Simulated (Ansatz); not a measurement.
## Work function of K(110): what the settings cost and change

Aim: the numerical settings behind the work function of K(110), with the cost of each.

Method: plane-wave DFT, PBE, Ansatz PAW, in Ansatz 0.2.0.

**1. Set-up**

The cell holds 7 atoms: 7 K. Cell: a = 4.529 Å, b = 4.529 Å, c = 40.189 Å, α = 90.0°, β = 90.0°, γ = 70.5°. Vacuum lies along c.

**2. Slab, setting cutoff 200 eV**

A work function rests on the faint tail of the density, so the SCF threshold is tight. The cutoff is raised first; then mesh and smearing are varied at the default cutoff.

Input file input.yaml:

```yaml
crystal:
  lattice:
    - [3.6981684656, -2.615, 0.0]
    - [3.6981684656, 2.615, 0.0]
    - [0.0, 0.0, 40.1890107936]
  atoms:
    - { symbol: K, position: [0.0, 0.0, 0.2239418145] }
    - { symbol: K, position: [0.5, 0.5, 0.3159612097] }
    - { symbol: K, position: [0.0, 0.0, 0.4079806048] }
    - { symbol: K, position: [0.5, 0.5, 0.5] }
    - { symbol: K, position: [0.0, 0.0, 0.5920193952] }
    - { symbol: K, position: [0.5, 0.5, 0.6840387903] }
    - { symbol: K, position: [0.0, 0.0, 0.7760581855] }
kpoints:
  mp_grid: { grid: [10, 10, 1] }
hamiltonian:
  xc: pbe
scf:
  occupations: { method: fermi_dirac, width: 0.1 }
  convergence: { dr2_threshold: 1.0e-09 }
efield:
  axis: 3
  dipole_correction: true
  ramp_position: 0.97
  ramp_width: 0.06
basis:
  ecutwfc: "200 eV"
output:
  write_potential: true
  write_density: true
  volumetric_format: npy
  elf: true
```

Run with:

```sh
ansatz run input.yaml --threads 2 --pin off --max-ram 3072MiB --backend cpu --events-out ev --progress --plain --runs-dir out
```

Numbers of over 12 decimals in the logs are rounded to 6 here.

The program printed:

```text
Warning: basis.ecutwfc = 200 eV is below the records' recommended 420 eV, and the density's cutoff is lower with it unless basis.ecutrho_ratio is high enough to keep the records' density cutoff: compare with a run at a higher cutoff
Engine: ansatz 0.2.0, x86_64-unknown-linux-gnu
Pseudopotentials: kind: paw
Pseudopotential: K, paw, valence charge 9, recommended cutoff 420 eV (normal), K.paw.azcp
Functional definition: PBE
  parameter kappa = 0.804
  parameter beta = 0.066725
  exchange = pbe_x(kappa = kappa, mu = beta*pi^2/3)
  correlation = pbe_c(beta = beta)
Crystal: 7 atoms, lattice volume = 777.313 Å³
Basis set: ecut = 200 eV, 4967 PW (Γ)
Bands: 39, of which v1, the nominal top of the filled ones, is band 32 counted from 1 (31 counted from 0)
Symmetry: 4 space group operations
k-points: 31 of 100
Non-local potential: K, projectors of the file, l = 0: 3, l = 1: 2, l = 2: 2
PAW form: soft (Blöchl's): semilocal exchange-correlation on the pseudo side does not see the compensation charge
PAW one-centre angular grid: K, 110 points (default); XC on 64 Gauss nodes
Initial density: superposition of atomic densities (neutral atoms: chi_scale 0, normalization atom), corrected by the library's trained network
Initial wavefunctions: pseudopotential atomic-orbital guess
Functional: x = pbe(κ = 0.804, μ = 0.219515), c = pbe(β = 0.066725)
SCF iter   1: F=—  HF=-10758.158471 eV  |F-HF|=—  |Δ(HF+E_count)|=         —  Δρ=1.19e-2  dr2=6.67e-1  ethr=1.77e-3  p=0.000 e·Å  D=7.77e-14 V/Å  ΔV_dip=-0.00 eV  dr2_dipole=6.38e-9  V_vac-E_F(+/−)=2.57/2.57 eV  ⟨swp⟩=11.8  Hψ=5878  notcnv=0
efield: sawtooth ramp at fractional position 0.9700 (set: `efield.ramp_position`, or a place that a band, a saddle search or an elastic batch's reference lends), width 0.0600; the density the first Hamiltonian is built on has a dipole p = 0.000 e·Å; the dipole correction subtracts the counter field D = 7.77e-14 V/Å, which shifts the + side's vacuum level by -0.00 eV against the − side's; the planar-averaged density in the ramp window peaks in size at 1.8e-5 e/Å³
preconditioner: auto → LDOS  [metal: Δε(μ)=0.019 eV  Ē_g=1.876 eV  σ=0.100 eV  W_gap=0.05  n_scr=88 (ndim 8)  ℏωp=3.5 eV  f_vac=0.333  D(μ)=5.65/eV (n_scr^D=14)  β→1.0]
SCF iter   2: F=—  HF=-10758.066122 eV  |F-HF|=—  |Δ(HF+E_count)|=   9.23e-2  Δρ=3.92e-3  dr2=9.03e-2  ethr=1.06e-3  p=-0.000 e·Å  D=-7.84e-6 V/Å  ΔV_dip=0.00 eV  dr2_dipole=9.67e-8  V_vac-E_F(+/−)=2.41/2.41 eV  ⟨swp⟩=2.1  Hψ=2668  notcnv=0
SCF iter   3: F=—  HF=-10758.026987 eV  |F-HF|=—  |Δ(HF+E_count)|=   3.91e-2  Δρ=3.50e-4  dr2=1.01e-3  ethr=1.43e-4  p=-0.000 e·Å  D=-1.55e-6 V/Å  ΔV_dip=0.00 eV  dr2_dipole=1.11e-9  V_vac-E_F(+/−)=2.42/2.42 eV  ⟨swp⟩=2.0  Hψ=2290  notcnv=0
SCF iter   4: F=—  HF=-10758.026956 eV  |F-HF|=—  |Δ(HF+E_count)|=   3.04e-5  Δρ=4.38e-5  dr2=4.65e-5  ethr=1.61e-6  p=-0.000 e·Å  D=-8.06e-7 V/Å  ΔV_dip=0.00 eV  dr2_dipole=2.05e-11  V_vac-E_F(+/−)=2.41/2.41 eV  ⟨swp⟩=3.1  Hψ=2543  notcnv=0
SCF iter   5: F=—  HF=-10758.026955 eV  |F-HF|=—  |Δ(HF+E_count)|=   9.03e-7  Δρ=2.96e-5  dr2=1.25e-5  ethr=7.39e-8  p=-0.000 e·Å  D=-2.86e-7 V/Å  ΔV_dip=0.00 eV  dr2_dipole=1.35e-11  V_vac-E_F(+/−)=2.41/2.41 eV  ⟨swp⟩=2.0  Hψ=1775  notcnv=0
SCF iter   6: F=—  HF=-10758.026957 eV  |F-HF|=—  |Δ(HF+E_count)|=   1.36e-6  Δρ=1.19e-5  dr2=1.65e-6  ethr=1.98e-8  p=-0.000 e·Å  D=-1.10e-7 V/Å  ΔV_dip=0.00 eV  dr2_dipole=2.79e-12  V_vac-E_F(+/−)=2.41/2.41 eV  ⟨swp⟩=2.0  Hψ=1839  notcnv=0
SCF iter   7: F=—  HF=-10758.026934 eV  |F-HF|=—  |Δ(HF+E_count)|=   2.28e-5  Δρ=1.80e-6  dr2=5.70e-8  ethr=2.62e-9  p=-0.000 e·Å  D=-2.16e-8 V/Å  ΔV_dip=0.00 eV  dr2_dipole=2.20e-12  V_vac-E_F(+/−)=2.41/2.41 eV  ⟨swp⟩=2.0  Hψ=1795  notcnv=0
SCF iter   8: F=—  HF=-10758.026934 eV  |F-HF|=—  |Δ(HF+E_count)|=   1.09e-8  Δρ=7.44e-7  dr2=1.42e-8  ethr=9.05e-11  p=-0.000 e·Å  D=-5.86e-9 V/Å  ΔV_dip=0.00 eV  dr2_dipole=5.57e-14  V_vac-E_F(+/−)=2.40/2.41 eV  ⟨swp⟩=2.5  Hψ=2298  notcnv=0
SCF iter   9: F=—  HF=-10758.026934 eV  |F-HF|=—  |Δ(HF+E_count)|=  6.24e-10  Δρ=3.44e-7  dr2=1.50e-9  ethr=2.26e-11  p=0.000 e·Å  D=3.83e-9 V/Å  ΔV_dip=-0.00 eV  dr2_dipole=1.15e-13  V_vac-E_F(+/−)=2.40/2.40 eV  ⟨swp⟩=2.0  Hψ=2040  notcnv=0
SCF iter  10: F=-10758.026934 eV  HF=-10758.026934 eV  |F-HF|=6.00e-11  |Δ(HF+E_count)|=  1.67e-10  Δρ=6.05e-8  dr2=1.47e-10  ethr=1.59e-12  p=0.000 e·Å  D=2.10e-9 V/Å  ΔV_dip=-0.00 eV  dr2_dipole=1.15e-12  V_vac-E_F(+/−)=2.40/2.40 eV  ⟨swp⟩=6.7  Hψ=3236  notcnv=0
SCF 1 converged in 10 iterations: F = -10758.026934 eV  dr2 = 1.47e-10
  greatest PAW one-centre occupation: 0.993 electrons in one spin orbital (limit 2), on the K atom at site 0 (counted from 0), in its partial waves of l = 0
WARN: The output density's exchange-correlation potential varies sharply where the density is thin. Do not read a vacuum level from v_tot or v_xc, or from such a field of the output density. On a cell that repeats whose density bears no net charge and no dipole along the vacuum's axis use v_es (v_loc + v_h of the components); under efield.dipole_correction with no amplitude use v_es + v_field, which holds any externa [...]
SCF converged after 10 iterations
Free energy (F): -10758.026934 eV
Harris-Foulkes:  -10758.026934 eV  (|F-HF|=6.00e-11)
Internal energy: -10757.840714 eV  (E = F + TS)
E sigma→0 (E₀):  -10757.933824 eV
Entropy (-TS):   -0.186220 eV (-26.603 meV/atom)
Fermi energy:    0.421448 eV
Dipole field:    D = 0.000001 V/Å  (p = 0.000003 e·Å, saw-weighted, corrected)
Work function:   Φ+ = 2.4045 eV   Φ− = 2.4048 eV
Levels:          The Fermi level and band energies are counted from a zero that moves with the ramp; work functions are not
--- Per-component energies (eV) ---
  E_band       = -1096.371667
  E_kinetic    = 1758.881315
  E_local      = -21457.196304  (includes V_loc(G=0)·N_el)
  E_nonlocal   = 92.629906
  E_hartree    = 9924.715158
  E_xc         = -934.680731
  E_vxc        = -1139.603498  (∫ρ·V_xc dr)
  E_paw        = -5470.433034  (= ΣΔE_a)
  E_vpaw       = -200.511775  (= ΣTr[D̂ρ^β])
  E_aug_tail   = -0.000738  (compensation charges beyond the density's cutoff)
  E_efield     = 0.000000  (sawtooth field / dipole correction)
  E_vefield    = 0.000000  (∫n·V_field dr)
  E_ewald      = 5328.243713
  E_smearing   = -0.186220  (= −TS)
  E_closure    = 0.000000  (closes the sum)
  Σ components = -10758.026934   (vs F -10758.026934, Δ=0.00e0)
--- Band table (eV; the first three rows and the last of 31) ---
  k-point 0: bands = [... 28 lower, -1.7275, -1.5816, -1.3402, -1.0003, -0.5789, -0.0922, 0.4313, 1.0723, ... 3 higher]
  k-point 1: bands = [... 28 lower, -1.6320, -1.4882, -1.2478, -0.9096, -0.4893, -0.0046, 0.5161, 1.1263, ... 3 higher]
  k-point 2: bands = [... 28 lower, -1.3550, -1.2124, -0.9748, -0.6418, -0.2280, 0.2499, 0.7631, 1.2902, ... 3 higher]
  k-point 30: bands = [... 28 lower, 0.9373, 1.0851, 1.1375, 1.2082, 1.3201, 1.3304, 1.5117, 1.6190, ... 3 higher]
```

It took 23 s on 2 threads of Intel Xeon 6975P-C (Granite Rapids), shared host; peak memory 0.65 GiB.

In the SCF lines HF is the Harris–Foulkes energy and dr2 the Hartree energy of the density residual, in eV; the loop may stop once dr2 is under the threshold and the program's other checks hold. Hψ counts applications of the Hamiltonian.

Numbers from this step:

```
energy at zero smearing   : -10757.9338 eV
work function, upper face : 2.405 eV
```

Running mean over 3.698 Å of the planar mean; the ramp of the sawtooth is left out. Electron's electrostatic potential energy less the Fermi level against z:

z (Å), electron's electrostatic potential energy less the Fermi level (eV) and a bar from the least value:
```
        4       2.39 ##############################
        5       2.32 #############################
        6       2.06 ###########################
        7       0.89 ################
        8      -0.62 ##
        9      -0.84 
       10      -0.77 #
       11      -0.72 #
       12      -0.72 #
       13      -0.72 #
       14      -0.72 #
       15      -0.72 #
       16      -0.72 #
       17      -0.72 #
       18      -0.72 #
       19      -0.72 #
       20      -0.72 #
       21      -0.72 #
       22      -0.72 #
       23      -0.72 #
       24      -0.72 #
       25      -0.72 #
       26      -0.72 #
       27      -0.72 #
       28      -0.72 #
       29      -0.72 #
       30      -0.75 #
       31      -0.83 
       32      -0.72 #
       33       0.53 #############
       34       1.95 ##########################
       35       2.30 #############################
       36       2.38 ##############################
```

Electrostatic potential energy in the ca plane at fractional y = 0.000, with atoms of K within 0.2 Å of it. With pseudopotentials it is smooth inside the atoms' cores, unlike the true potential.

Ten even steps from '0' (-39 eV) to '9' (3 eV), each cell a mean:
```
99999998300037999999999999986100168999999999
99999998631368999999999999997422588999999999
99999999877789999999999999998877889999999999
99999999999999999999999999999999999999999999
99999999999999999999999999999999999999999999
99999999999999999999999999999999999999999999
99999999999999999999999999999999999999999999
99999999999999999999999999999999999999999999
99999999988899999999999999999888899999999999
99999999765678999999999999998755789999999999
99999998510058999999999999987200278999999999
99999997200027999999999999985000068999999999
```
Columns run along c (16.0 Å, from fractional 0.50 to 0.90 of the cell; values clipped at the 3rd and 97th percentile), rows up along a (4.5 Å). Atoms in or near the plane, at fractional coordinates: K at (0.59, 0.00), K at (0.78, 0.00).

ELF in the ca plane at fractional y = 0.000, with atoms of K within 0.2 Å of it. It is the smooth field of the valence electrons, not physical close to the nuclei.

Ten even steps from '0' (0.00) to '9' (0.87), each cell a mean:
```
33433015998995103444333341028988983001000000
44433102799973013344444332015999951010000000
44433200357530023354444433001466420010100000
33443420011100143444334433300011000211100000
33334443100002444433333334442000014312100000
43334643333333464334433235544444432342000000
33334544211123454333333234444211234232100000
23343431000001343443233333420000001311100000
34443300123210033454334434200133200120100000
44433101589851013344444333003799731010000000
44433004999994004344443332027999972001000000
33443016997996103443333441038978983001000000
```
Columns run along c (16.0 Å, from fractional 0.50 to 0.90 of the cell), rows up along a (4.5 Å). Atoms in or near the plane, at fractional coordinates: K at (0.59, 0.00), K at (0.78, 0.00).

Valence density in the ca plane at fractional y = 0.000, with atoms of K within 0.2 Å of it. It is the smooth field of the valence electrons, not physical close to the nuclei.

Values in e/Å³, 7 rows by 16 columns, each cell a mean:
```
0.0 0.0 0.1 2.4 1.4 0.0 0.0 0.0 0.0 0.0 1.1 2.6 0.2 0.0 0.0 0.0
0.0 0.0 0.0 0.3 0.2 0.0 0.0 0.0 0.0 0.0 0.2 0.4 0.0 0.0 0.0 0.0
0.0 0.0 0.0 0.0 0.0 0.0 0.0 0.0 0.0 0.0 0.0 0.0 0.0 0.0 0.0 0.0
0.0 0.0 0.0 0.0 0.0 0.0 0.0 0.0 0.0 0.0 0.0 0.0 0.0 0.0 0.0 0.0
0.0 0.0 0.0 0.0 0.0 0.0 0.0 0.0 0.0 0.0 0.0 0.0 0.0 0.0 0.0 0.0
0.0 0.0 0.1 0.8 0.4 0.0 0.0 0.0 0.0 0.0 0.3 0.8 0.1 0.0 0.0 0.0
0.0 0.0 0.2 2.9 1.8 0.0 0.0 0.0 0.0 0.0 1.5 3.2 0.3 0.0 0.0 0.0
```
Columns run along c (16.0 Å, from fractional 0.50 to 0.90 of the cell), rows up along a (4.5 Å). Atoms in or near the plane, at fractional coordinates: K at (0.59, 0.00), K at (0.78, 0.00).

The work function is 2.405 eV.

**3. Slab**

Changes to input.yaml since step 2:

```diff
@@ -26,3 +26,3 @@
 basis:
-  ecutwfc: "200 eV"
+  ecutwfc: "300 eV"
 output:
@@ -31,2 +31 @@
   volumetric_format: npy
-  elf: true
```

The program printed:

```text
[...]
Crystal: 7 atoms, lattice volume = 777.313 Å³
Basis set: ecut = 300 eV, 9253 PW (Γ)
Bands: 39, of which v1, the nominal top of the filled ones, is band 32 counted from 1 (31 counted from 0)
Symmetry: 4 space group operations
k-points: 31 of 100
[...]
k-point 1: bands = [... 28 lower, -1.6503, -1.5050, -1.2638, -0.9260, -0.5057, -0.0218, 0.4947, 1.1152, ... 3 higher]
  k-point 2: bands = [... 28 lower, -1.3701, -1.2277, -0.9910, -0.6589, -0.2451, 0.2323, 0.7423, 1.2748, ... 3 higher]
  k-point 30: bands = [... 28 lower, 0.8984, 1.0474, 1.1242, 1.1932, 1.2831, 1.3120, 1.4858, 1.5788, ... 3 higher]
[key lines of the parts left out:]
SCF converged after 9 iterations
Free energy (F): -10764.239515 eV
Fermi energy:    0.401945 eV
Dipole field:    D = -0.000001 V/Å  (p = -0.000003 e·Å, saw-weighted, corrected)
Work function:   Φ+ = 2.3915 eV   Φ− = 2.3915 eV
```

The job ended after 39 s (2 threads; peak memory 0.95 GiB; 77 s of CPU time).

The work function is 2.391 eV, -0.013 eV from the run “cutoff 200 eV”, at 1.8 times its CPU time.

**4. Slab**

Changes to input.yaml since step 3:

```diff
@@ -26,3 +26,3 @@
 basis:
-  ecutwfc: "300 eV"
+  ecutwfc: "420 eV"
 output:
```

The program printed:

```text
[...]
Crystal: 7 atoms, lattice volume = 777.313 Å³
Basis set: ecut = 420 eV, 15259 PW (Γ)
Bands: 39, of which v1, the nominal top of the filled ones, is band 32 counted from 1 (31 counted from 0)
Symmetry: 4 space group operations
k-points: 31 of 100
[...]
k-point 1: bands = [... 28 lower, -1.6502, -1.5049, -1.2637, -0.9259, -0.5058, -0.0219, 0.4944, 1.1155, ... 3 higher]
  k-point 2: bands = [... 28 lower, -1.3698, -1.2275, -0.9909, -0.6590, -0.2452, 0.2322, 0.7419, 1.2748, ... 3 higher]
  k-point 30: bands = [... 28 lower, 0.8971, 1.0461, 1.1244, 1.1933, 1.2820, 1.3119, 1.4854, 1.5777, ... 3 higher]
[key lines of the parts left out:]
SCF converged after 9 iterations
Free energy (F): -10764.312836 eV
Fermi energy:    0.401692 eV
Dipole field:    D = -0.000001 V/Å  (p = -0.000003 e·Å, saw-weighted, corrected)
Work function:   Φ+ = 2.3908 eV   Φ− = 2.3908 eV
```

Wall time 68 s (2 threads); peak memory 1.4 GiB.

The work function is 2.391 eV, -0.014 eV from the run “cutoff 200 eV”, at 3.1 times its CPU time.

**5. Slab**

Changes to input.yaml since step 4:

```diff
@@ -26,3 +26,3 @@
 basis:
-  ecutwfc: "420 eV"
+  ecutwfc: "600 eV"
 output:
```

The program printed:

```text
[...]
Crystal: 7 atoms, lattice volume = 777.313 Å³
Basis set: ecut = 600 eV, 25901 PW (Γ)
Bands: 39, of which v1, the nominal top of the filled ones, is band 32 counted from 1 (31 counted from 0)
Symmetry: 4 space group operations
k-points: 31 of 100
[...]
k-point 1: bands = [... 28 lower, -1.6503, -1.5049, -1.2637, -0.9260, -0.5059, -0.0219, 0.4944, 1.1154, ... 3 higher]
  k-point 2: bands = [... 28 lower, -1.3699, -1.2275, -0.9910, -0.6590, -0.2452, 0.2321, 0.7419, 1.2748, ... 3 higher]
  k-point 30: bands = [... 28 lower, 0.8971, 1.0461, 1.1244, 1.1933, 1.2820, 1.3119, 1.4854, 1.5777, ... 3 higher]
[key lines of the parts left out:]
SCF converged after 9 iterations
Free energy (F): -10764.313223 eV
Fermi energy:    0.401673 eV
Dipole field:    D = -0.000000 V/Å  (p = -0.000002 e·Å, saw-weighted, corrected)
Work function:   Φ+ = 2.3909 eV   Φ− = 2.3909 eV
```

Wall time 1.7 min (2 threads); peak memory 2.2 GiB.

The work function is 2.391 eV, +0.000 eV from the run “cutoff 420 eV”, at 1.5 times its CPU time.

**6. Run**

Changes to input.yaml since step 5:

```diff
@@ -14,3 +14,3 @@
 kpoints:
-  mp_grid: { grid: [10, 10, 1] }
+  mp_grid: { grid: [2, 2, 1] }
 hamiltonian:
@@ -25,4 +25,2 @@
   ramp_width: 0.06
-basis:
-  ecutwfc: "600 eV"
 output:
```

The program printed:

```text
[...]
Crystal: 7 atoms, lattice volume = 777.313 Å³
Basis set: ecut = 420 eV, 15259 PW (Γ)
Bands: 39, of which v1, the nominal top of the filled ones, is band 32 counted from 1 (31 counted from 0)
Symmetry: 4 space group operations
k-points: 3 of 4
[...]
Work function:   Φ+ = 2.3179 eV   Φ− = 2.3179 eV
[...]
--- Band table (eV) ---
  k-point 0: bands = [... 28 lower, -1.7480, -1.6188, -1.4070, -1.0781, -0.6337, -0.1381, 0.3749, 1.0164, ... 3 higher]
  k-point 1: bands = [... 28 lower, 0.3979, 0.4107, 0.4911, 0.5187, 0.6539, 0.6798, 0.8490, 1.0574, ... 3 higher]
  k-point 2: bands = [... 28 lower, 0.8993, 1.0311, 1.1194, 1.1758, 1.2333, 1.2736, 1.4473, 1.5139, ... 3 higher]
[key lines of the parts left out:]
SCF converged after 12 iterations
Free energy (F): -10762.973630 eV
Fermi energy:    0.563594 eV
Dipole field:    D = -0.000002 V/Å  (p = -0.000009 e·Å, saw-weighted, corrected)
```

Wall time 6 s (2 threads); peak memory 0.79 GiB.

The work function is 2.318 eV, -0.073 eV from the run “cutoff 420 eV”, at 0.075 times its CPU time.

**7. Slab**

Changes to input.yaml since step 6:

```diff
@@ -14,3 +14,3 @@
 kpoints:
-  mp_grid: { grid: [2, 2, 1] }
+  mp_grid: { grid: [3, 3, 1] }
 hamiltonian:
```

The program printed:

```text
[...]
Crystal: 7 atoms, lattice volume = 777.313 Å³
Basis set: ecut = 420 eV, 15259 PW (Γ)
Bands: 39, of which v1, the nominal top of the filled ones, is band 32 counted from 1 (31 counted from 0)
Symmetry: 4 space group operations
k-points: 4 of 9
[...]
k-point 1: bands = [... 28 lower, -0.7201, -0.5695, -0.3342, -0.0228, 0.3544, 0.8133, 1.2999, 1.6669, ... 3 higher]
  k-point 2: bands = [... 28 lower, -0.4052, -0.2555, -0.0237, 0.2781, 0.6349, 1.0598, 1.5089, 1.7924, ... 3 higher]
  k-point 3: bands = [... 28 lower, 0.7471, 0.8814, 1.0883, 1.3508, 1.4788, 1.5493, 1.5675, 1.6134, ... 3 higher]
[key lines of the parts left out:]
SCF converged after 10 iterations
Free energy (F): -10764.572502 eV
Fermi energy:    0.342430 eV
Dipole field:    D = -0.000001 V/Å  (p = -0.000003 e·Å, saw-weighted, corrected)
Work function:   Φ+ = 2.3993 eV   Φ− = 2.3993 eV
```

The job ended after 9.4 s (2 threads; peak memory 0.76 GiB; 16 s of CPU time).

The work function is 2.399 eV, +0.008 eV from the run “cutoff 420 eV”, at 0.12 times its CPU time.

**8. Run**

Changes to input.yaml since step 7:

```diff
@@ -14,3 +14,3 @@
 kpoints:
-  mp_grid: { grid: [3, 3, 1] }
+  mp_grid: { grid: [7, 7, 1] }
 hamiltonian:
```

The program printed:

```text
[...]
Crystal: 7 atoms, lattice volume = 777.313 Å³
Basis set: ecut = 420 eV, 15259 PW (Γ)
Bands: 39, of which v1, the nominal top of the filled ones, is band 32 counted from 1 (31 counted from 0)
Symmetry: 4 space group operations
k-points: 16 of 49
[...]
k-point 1: bands = [... 28 lower, -1.5525, -1.4053, -1.1633, -0.8322, -0.4129, 0.0687, 0.5829, 1.1720, ... 3 higher]
  k-point 2: bands = [... 28 lower, -0.9924, -0.8519, -0.6199, -0.3014, 0.1033, 0.5696, 1.0659, 1.4956, ... 3 higher]
  k-point 15: bands = [... 28 lower, 1.0272, 1.1755, 1.1862, 1.2588, 1.3825, 1.4054, 1.5564, 1.6666, ... 3 higher]
[key lines of the parts left out:]
SCF converged after 9 iterations
Free energy (F): -10764.325653 eV
Fermi energy:    0.403860 eV
Dipole field:    D = 0.000000 V/Å  (p = 0.000001 e·Å, saw-weighted, corrected)
Work function:   Φ+ = 2.3854 eV   Φ− = 2.3854 eV
```

It took 31 s on 2 threads; peak memory 1.1 GiB.

The work function is 2.385 eV, -0.005 eV from the run “cutoff 420 eV”, at 0.45 times its CPU time.

(Part 1 of 2 ends here.)

[Logs are printed without paths, hosts, clocks, repeated set-up lines and the standing remarks that a program may print on its own settings, such as how far it seeks lower states.]

[Hosts, paths, dates, database ids (printed as entryN), source tags and the programs' standing remarks are cut or masked in the printed files.]

[Maps of the electrostatic potential energy from Ansatz leave out the sawtooth potential of an applied field or a dipole correction, so their vacuum need not be flat; planar profiles and work functions include it.]
